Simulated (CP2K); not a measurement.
The C K edge of 1,3-dioxolane was computed by TDDFT (CP2K XAS_TDP, aug-cc-pVDZ, TDA) at these levels: PBEh(45%), PBEh(45%) + GW2X and PBEh(60%). The first three lines of C1 (bonded to C, O and 2 H) with a strength over 0.0015, energy in eV and strength:

| run | first | second | third |
| --- | --- | --- | --- |
| 1 | 289.37 (0.059) | 290.05 (0.015) | 290.39 (0.038) |
| 2 | 285.19 (0.027) | 285.44 (0.022) | 285.83 (0.023) |
| 3 | 291.54 (0.027) | 291.79 (0.021) | 292.18 (0.022) |

Question: Which run is which?

Run 1: PBEh(60%) (60 % exact exchange). Run 2: PBEh(45%) (45 % exact exchange). Run 3: PBEh(45%) + GW2X (45 % exact exchange). Self-interaction lifts the core level, so the uncorrected lines rise with the share of exact exchange. The GW2X run keeps the spacings of its parent: 0.25 eV between the first two lines in run 3, 0.25 eV in run 2. Its shift is +6.35 eV, since the Kohn–Sham level at this share of exchange lies that far above the quasiparticle level.

[Hosts, paths, dates, database ids (printed as entryN), source tags and the programs' standing remarks are cut or masked in the printed files.]
